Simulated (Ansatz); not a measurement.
# Quasiparticle gap of Y2Ti2S2O5 (I4/mmm)

Wanted: the gap of Y2Ti2S2O5 (I4/mmm) with a many-body correction, and the time that it takes.

Main program and level: Ansatz 0.2.0; r2SCAN, then G0W0 on it, plane waves, PAW.

Report form: the programs' logs are mostly left out.

In doubt: masses and optical values from hybrid runs of this build are listed as unsure (in some of the runs), which bears on the screening that GW takes from such a start.

## Step 1: Starting point

Symmetry: I4/mmm, No. 139, tetragonal system. Conventional cell: a = 3.796 Å, b = 3.796 Å, c = 23.091 Å, α = 90.00°, β = 90.00°, γ = 90.00°. Nearest to Y lie 4 O at 2.46 Å and 5 S at 2.83 to 2.96 Å. Nearest to Ti lie 5 O at 1.81 to 1.96 Å and 1 S at 2.93 Å. Nearest to S lie 5 Y at 2.83 to 2.96 Å and 1 Ti at 2.93 Å. Nearest to O lie 2 Ti at 1.81 Å. Nearest to O lie 2 Ti at 1.96 Å and 2 Y at 2.46 Å. Farther neighbours and most contacts between anions are not listed.

Coordinates:

```cif
data_structure
_symmetry_space_group_name_H-M 'P 1'
_symmetry_Int_Tables_number 1
_cell_length_a 11.8532
_cell_length_b 11.8532
_cell_length_c 11.8532
_cell_angle_alpha 161.572
_cell_angle_beta 161.572
_cell_angle_gamma 26.176
_cell_volume 166.36
loop_
_atom_site_label
_atom_site_type_symbol
_atom_site_fract_x
_atom_site_fract_y
_atom_site_fract_z
_atom_site_occupancy
Y1 Y 0.66670 0.66670 0.00000 1
Y2 Y 0.33330 0.33330 0.00000 1
Ti3 Ti 0.92149 0.92149 0.00000 1
Ti4 Ti 0.07851 0.07851 0.00000 1
S5 S 0.79475 0.79475 0.00000 1
S6 S 0.20525 0.20525 0.00000 1
O7 O 0.00000 0.00000 0.00000 1
O8 O 0.90080 0.40081 0.50000 1
O9 O 0.59920 0.09920 0.50000 1
O10 O 0.40081 0.90080 0.50000 1
O11 O 0.09920 0.59920 0.50000 1
```

The cell and positions are those that the Materials Project relaxed with its own functionals (PBE, PBE+U or r2SCAN), kept fixed. At the settings of the band run the largest force is still 0.22 eV/Å.

The logs state that the PAW files were generated under PBE.

## Step 2: The r2SCAN band structure

Levels along a band path and on the mesh show where this functional puts the band edges.

This step: DFT, r2SCAN, plane waves, PAW; PAW set soft_1.

input.yaml

```yaml
crystal:
  lattice:
    - [-1.898002, 1.898002, 11.54533]
    - [1.898002, -1.898002, 11.54533]
    - [1.898002, 1.898002, -11.54533]
  atoms:
    - { symbol: "Y", position: [0.666698, 0.666698, 0.0] }
    - { symbol: "Y", position: [0.333302, 0.333302, 0.0] }
    - { symbol: Ti, position: [0.921493, 0.921493, 0.0] }
    - { symbol: Ti, position: [0.078507, 0.078507, 0.0] }
    - { symbol: S, position: [0.794752, 0.794752, 0.0] }
    - { symbol: S, position: [0.205248, 0.205248, 0.0] }
    - { symbol: O, position: [0.0, 0.0, 0.0] }
    - { symbol: O, position: [0.900805, 0.400805, 0.5] }
    - { symbol: O, position: [0.599195, 0.099195, 0.5] }
    - { symbol: O, position: [0.400805, 0.900805, 0.5] }
    - { symbol: O, position: [0.099195, 0.599195, 0.5] }
kpoints:
  mp_grid: { grid: [8, 8, 8] }
  band_path:
    path:
      - [[0.0, 0.0, 0.0], [0.0, 0.0, 0.5], [0.25, 0.25, 0.25], [0.0, 0.5, 0.0], [0.0, 0.0, 0.0], [0.5, 0.5, -0.5], [0.25675648, 0.74324352, -0.25675648]]
      - [[-0.25675648, 0.25675648, 0.25675648], [0.0, 0.0, 0.0]]
      - [[0.0, 0.0, 0.5], [-0.01351296, 0.01351296, 0.5]]
      - [[0.5, 0.5, -0.01351296], [0.5, 0.5, -0.5]]
    npoints: 10
hamiltonian:
  xc: r2scan
  pseudopotentials: { kind: paw, azcp: { folder: soft_1 } }
scf:
  occupations: { method: fermi_dirac, width: 0.02 }
  n_extra_bands: 7
output:
  eigenvalues: true
  forces: true
  stress: true
```

The run is started by

```sh
ansatz run input.yaml --threads 24 --pin off --max-ram 110592MiB --backend cuda --events-out ev --progress --plain --runs-dir out --devices 1 --max-vram 157GiB
```

Elapsed: 2.7 s, on 1 × NVIDIA GB200 with 24 threads of Arm Neoverse V2, shared host; peak memory 1.2 GiB.

This step gave:

- pressure: -3.167 GPa
- filled bands: 44
- gap: 1.160 eV
- valence top at: Γ
- conduction bottom at: Γ
- least direct gap: 1.160 eV

Over mesh and path the gap is 1.160 eV, direct, at k = Γ.

Electronic bands along the path, in eV, zero at the top of the highest nominally filled band:

| point | band 41 | band 42 | band 43 | band 44 | band 45 | band 46 | band 47 | band 48 |
| --- | --- | --- | --- | --- | --- | --- | --- | --- |
| Γ | -1.29 | -0.28 | 0.00 | 0.00 | 1.16 | 1.18 | 2.37 | 2.37 |
| halfway | -1.77 | -1.09 | -0.73 | -0.68 | 1.68 | 1.89 | 2.29 | 2.40 |
| X | -1.51 | -1.51 | -1.23 | -1.20 | 2.01 | 2.01 | 2.75 | 3.09 |
| halfway | -1.51 | -1.51 | -1.22 | -1.21 | 2.01 | 2.01 | 2.76 | 3.05 |
| P | -1.51 | -1.51 | -1.21 | -1.21 | 2.01 | 2.01 | 2.76 | 3.03 |
| halfway | -1.39 | -1.36 | -1.20 | -1.09 | 1.83 | 1.97 | 2.63 | 2.74 |
| N | -1.38 | -1.38 | -0.92 | -0.78 | 1.98 | 2.42 | 2.52 | 2.54 |
| halfway | -1.44 | -0.83 | -0.68 | -0.27 | 1.75 | 1.92 | 1.93 | 2.40 |
| Γ | -1.29 | -0.28 | 0.00 | 0.00 | 1.16 | 1.18 | 2.37 | 2.37 |
| halfway | -1.29 | -0.32 | 0.00 | 0.00 | 1.16 | 1.18 | 2.38 | 2.38 |
| M | -1.28 | -0.36 | 0.00 | 0.00 | 1.16 | 1.18 | 2.38 | 2.38 |
| halfway | -1.43 | -0.84 | -0.66 | -0.33 | 1.73 | 1.88 | 1.91 | 2.40 |
| S | -1.40 | -1.36 | -0.88 | -0.84 | 1.98 | 2.42 | 2.51 | 2.54 |
| jump to S0 | -1.40 | -1.36 | -0.88 | -0.84 | 1.98 | 2.42 | 2.51 | 2.54 |
| halfway | -1.45 | -0.83 | -0.71 | -0.27 | 1.75 | 1.95 | 1.96 | 2.40 |
| Γ | -1.29 | -0.28 | 0.00 | 0.00 | 1.16 | 1.18 | 2.37 | 2.37 |
| jump to X | -1.51 | -1.51 | -1.23 | -1.20 | 2.01 | 2.01 | 2.75 | 3.09 |
| halfway | -1.51 | -1.51 | -1.22 | -1.20 | 2.01 | 2.01 | 2.75 | 3.09 |
| R | -1.51 | -1.51 | -1.22 | -1.21 | 2.01 | 2.01 | 2.75 | 3.08 |
| jump to G | -1.51 | -1.51 | -1.22 | -1.21 | 2.01 | 2.01 | 2.75 | 3.08 |
| halfway | -1.74 | -1.11 | -0.73 | -0.71 | 1.68 | 1.87 | 2.24 | 2.36 |
| M | -1.28 | -0.36 | 0.00 | 0.00 | 1.16 | 1.18 | 2.38 | 2.38 |

## Step 3: G0W0 on the 6×6×6 mesh

G0W0 replaces the xc potential by a self-energy built once from the orbitals of the start. Levels are corrected in the window of bands that the input names, at points of the mesh.

This step: G0W0 on r2SCAN, plane waves, PAW; PAW set soft_1.

input.yaml, the sections that differ from step 2:

```yaml
kpoints:
  mp_grid: { grid: [6, 6, 6] }
scf:
  occupations: { method: fixed }
gw:
  n_empty_bands: 764
  ecut_chi: 160.0
  qp_bands: [v3, c3]
  qp_kpoints: band_edges
  screening: { model: contour_deformation }
# crystal, hamiltonian: as in step 2
# output: removed
```

The job ended after 4.1 min (1 × NVIDIA GB200 with 24 threads; peak memory 8.5 GiB; 11 min of CPU time).

Numbers from this step:

```
bands summed                                    : 808
RPA ε∞ on this mesh (eigenvalues)               : 5.664, 5.664, 5.762
plane waves in the screening matrix             : 787
q-points in the mesh                            : 216
G0W0 gap over the corrected points              : 2.788 eV
k of the valence top                            : 0, 0, 0
k of the conduction bottom                      : 0, 0, 0
starting gap on the mesh                        : 1.159 eV
Z at the valence top                            : 0.7752
Z at the conduction bottom                      : 0.7283
least direct G0W0 gap over the corrected points : 2.788 eV
```

Over 19 of 30 irreducible mesh points the G0W0 gap is 2.788 eV, direct, at k = Γ. The r2SCAN gap of this run on the mesh is 1.159 eV. The two states that bound the G0W0 gap lie that far apart at the start, so the correction of the gap is 2.788 − 1.159 = +1.629 eV. The start of this run differs from the step before in mesh (8×8×8 and 6×6×6).

Labels follow the order of the start: v1 is the top filled band, c1 the lowest empty one; levels that stay degenerate share a row, the window can cut a multiplet, doubted levels are not marked in this list, bands outside the window were not corrected, and the list may be a part of the corrected levels. Levels before and after the correction, in eV, zero at the valence-band top of each column:

|  | conduction bottom | valence top |
| --- | --- | --- |
| Kohn-Sham | 1.16 | 0.00 |
| G0W0 | 2.79 | 0.00 |

|  | level | occupation | energy (eV) |
| --- | --- | --- | --- |
| Kohn-Sham | Γ v3 | 2 | -0.278 |
| Kohn-Sham | Γ v2-v1 | 2 | 0.000 |
| Kohn-Sham | Γ c1 | 0 | 1.159 |
| Kohn-Sham | Γ c2 | 0 | 1.183 |
| Kohn-Sham | Γ c3 | 0 | 2.373 |
| G0W0 | Γ v3 | 2 | -0.219 |
| G0W0 | Γ v2-v1 | 2 | 0.000 |
| G0W0 | Γ c1 | 0 | 2.788 |
| G0W0 | Γ c2 | 0 | 2.816 |
| G0W0 | Γ c3 | 0 | 3.998 |

The parts of the quasiparticle energy for the two states that bound the G0W0 gap, in eV on the run's own scale (QP = start + Σx + Σc − Vxc, with Σc at the quasiparticle energy):

| edge | k | band | start | Σx | Σc | Vxc | Z | QP |
| --- | --- | --- | --- | --- | --- | --- | --- | --- |
| valence top | Γ | 43 | 8.379 | −18.730 | 1.916 | −16.191 | 0.775 | 7.755 |
| conduction bottom | Γ | 45 | 9.538 | −12.689 | −6.942 | −20.636 | 0.728 | 10.544 |

## Step 4: Spin-orbit coupling in r2SCAN

This run has two-component orbitals with spin-orbit coupling.

This step: DFT, r2SCAN with spin-orbit coupling, plane waves, PAW; PAW set soft_1.

input.yaml, as its differences from that of step 3:

```diff
@@ -18,13 +18,26 @@
 kpoints:
-  mp_grid: { grid: [6, 6, 6] }
+  mp_grid: { grid: [8, 8, 8] }
+  band_path:
+    path:
+      - [0.0, 0.0, 0.0]
+      - [0.0, 0.0, 0.5]
+      - [0.25, 0.25, 0.25]
+      - [0.0, 0.5, 0.0]
+      - [0.5, 0.5, -0.5]
+      - [0.25675648, 0.74324352, -0.25675648]
+      - [-0.25675648, 0.25675648, 0.25675648]
+      - [-0.01351296, 0.01351296, 0.5]
+    npoints: 1
 hamiltonian:
   xc: r2scan
-  pseudopotentials: { kind: paw, azcp: { folder: soft_1 } }
+  pseudopotentials: { kind: paw_fr, azcp: { folder: soft_1 } }
 scf:
-  occupations: { method: fixed }
-gw:
-  n_empty_bands: 764
-  ecut_chi: 160.0
-  qp_bands: [v3, c3]
-  qp_kpoints: band_edges
-  screening: { model: contour_deformation }
+  occupations: { method: fermi_dirac, width: 0.02 }
+  n_extra_bands: 14
+magnetization:
+  noncollinear: true
+  spin_orbit: true
+output:
+  eigenvalues: true
+  forces: true
+  stress: true
```

It took 3.9 s on 1 × NVIDIA GB200 with 24 threads; peak memory 1.6 GiB; 28 s of CPU time.

This step gave:

* pressure: -3.167 GPa
* gap: 1.118 eV
* valence top at: Γ
* conduction bottom at: Γ
* least direct gap: 1.118 eV

Over mesh and listed points the gap is 1.118 eV, direct, at k = Γ. r2SCAN+SOC against r2SCAN: 1.118 − 1.160 = −0.042 eV, with the same mesh, set of files (read in its fully relativistic form for the spin-orbit run) and cutoff, and both edges at the same k points. The spin-orbit run sees mesh and listed points alone, so its gap is an upper bound: the coupling can move an edge off these points, and the change over the zone, its sign included where it is small, is not known.

## Step 5: The runs together

Each gap is the least one over the points named; times are wall times on shared hosts, not benchmarks. A G0W0 time includes the run's own self-consistent start. Runs with listed points see these and the mesh alone, so an edge that moves elsewhere is missed. Rows marked * are further runs, not shown as steps, whose inputs differ from the G0W0 step on the same start in the columns given; solver thresholds can differ too.

| level | mesh | files, cutoff | bands summed, screening | points | gap (eV) | valence top | conduction bottom | least direct gap (eV) | time |
| --- | --- | --- | --- | --- | --- | --- | --- | --- | --- |
| r2SCAN | 8×8×8 | soft_1 PAW, 500 eV | - | mesh and path | 1.160 | Γ | Γ | 1.160 | 2.7 s |
| r2SCAN+SOC | 8×8×8 | soft_1 PAW, 500 eV | - | mesh and listed points | 1.118 | Γ | Γ | 1.118 | 3.9 s |
| G0W0@r2SCAN* | 6×6×6 | soft_1 PAW, 500 eV | 169, 48 eV | 19 of 30 irreducible mesh points | 2.850 | Γ | Γ | 2.850 | 51 s |
| G0W0@r2SCAN* | 6×6×6 | soft_1 PAW, 500 eV | 399, 96 eV | 21 of 30 irreducible mesh points | 2.775 | Γ | Γ | 2.775 | 1.8 min |
| G0W0@r2SCAN | 6×6×6 | soft_1 PAW, 500 eV | 808, 160 eV | 19 of 30 irreducible mesh points | 2.788 | Γ | Γ | 2.788 | 4.1 min |
| G0W0@r2SCAN* | 4×4×4 | soft_1 PAW, 500 eV | 399, 96 eV | 7 of 13 irreducible mesh points | 2.774 | Γ | Γ | 2.774 | 16 s |
| G0W0@r2SCAN* | 6×6×6 | soft_1 PAW, 500 eV | 399, 96 eV, plasmon pole | 23 of 30 irreducible mesh points | 2.816 | Γ | Γ | 2.816 | 3.4 min |

## Step 6: Results

```json
{
 "r2SCAN gap over mesh and path": "1.160 eV, direct, at k = Γ",
 "G0W0@r2SCAN gap over 19 of 30 irreducible mesh points": "2.788 eV, direct, at k = Γ",
 "r2SCAN+SOC gap over mesh and listed points": "1.118 eV",
 "GW settings": "6×6×6 mesh, 764 empty bands, screening to 160 eV, PAW set soft_1 files",
 "known limits": "finite bands, screening cutoff and k mesh; no spin-orbit coupling in G0W0"
}
```

**Reading.** Over 19 of 30 irreducible mesh points the G0W0 gap is 2.788 eV, direct, at k = Γ. The r2SCAN gap of this run on the mesh is 1.159 eV. The two states that bound the G0W0 gap lie that far apart at the start, so the correction of the gap is 2.788 − 1.159 = +1.629 eV. The valence state moves by 7.755 − 8.379 = −0.624 eV and the conduction state by 10.544 − 9.538 = +1.006 eV, on the run's own scale; with 169 bands the edge states move by +0.008 and +1.699 eV, so the split between the edges depends on the bands and cutoff. Both edges that r2SCAN shows over mesh and path lie at k points where levels were corrected. Levels at other points were not corrected, so a lower G0W0 gap elsewhere in the zone is not ruled out. From 169 bands and 48 eV to 808 bands and 160 eV the gap moves by 2.788 − 2.850 = −0.062 eV (rung by rung 2.850, 2.775, 2.788 eV); bands and screening cutoff rise together, so their parts are not told apart. The gap turns back along the series (2.850, 2.775, 2.788 eV), so no line is drawn and the limit is not known. With the 4×4×4 mesh in place of the 6×6×6 mesh and all else as in the G0W0@r2SCAN row with 399 bands, the gap differs by 2.774 − 2.775 = −0.001 eV, and that of the start by 1.153 − 1.159 = −0.006 eV. With the plasmon pole model in place of the contour deformation model and all else as in the G0W0@r2SCAN row with 399 bands, the gap differs by 2.816 − 2.775 = +0.041 eV. G0W0 on other starts in this series, not shown as steps and not all at these settings: 2.919 eV on HSE06 (6×6×6, soft_1 PAW, 399 bands, 96 eV). r2SCAN+SOC against r2SCAN: 1.118 − 1.160 = −0.042 eV, with the same mesh, set of files (read in its fully relativistic form for the spin-orbit run) and cutoff, and both edges at the same k points. The spin-orbit run sees mesh and listed points alone, so its gap is an upper bound: the coupling can move an edge off these points, and the change over the zone, its sign included where it is small, is not known. What spin-orbit coupling does to the G0W0 levels was not computed, so no sum with the G0W0 gap is formed. The G0W0 runs are scalar-relativistic. G0W0 is shown with one set of atomic data (soft_1 PAW), so the error from the files is not known here. Failed or unusable runs on r2SCAN in this series, left out of the table: G0W0@r2SCAN (6×6×6 mesh, hard PAW files, 1050 eV, 355 empty bands) reached its time limit after 85 s.

[Paths, hosts, dates, memory and timing lines, banners, echoed tables and standing remarks are left out of the program output.]

[Logs are printed without paths, hosts, clocks, repeated set-up lines and the standing remarks that a program may print on its own settings, such as how far it seeks lower states.]

[Runs of the session that timed out or met a known fault of the program may be left out.]

[Cells called generated may have been cut or substituted from an entry of the Crystallography Open Database or the Materials Project.]

[Hosts, paths, dates, database ids (printed as entryN), source tags and the programs' standing remarks are cut or masked in the printed files.]

[Where an RPA ε∞ is given, it is that of the G0W0 mesh and is not shown converged in it. Names of k-points follow the symmetry that the program found, which can be lower than the space group named. Band edges on a path are those of the sampled points; other points can move an edge, and change direct to indirect where valleys lie close.]

[Hybrid gaps are those of their k-mesh and are not shown converged in it.]
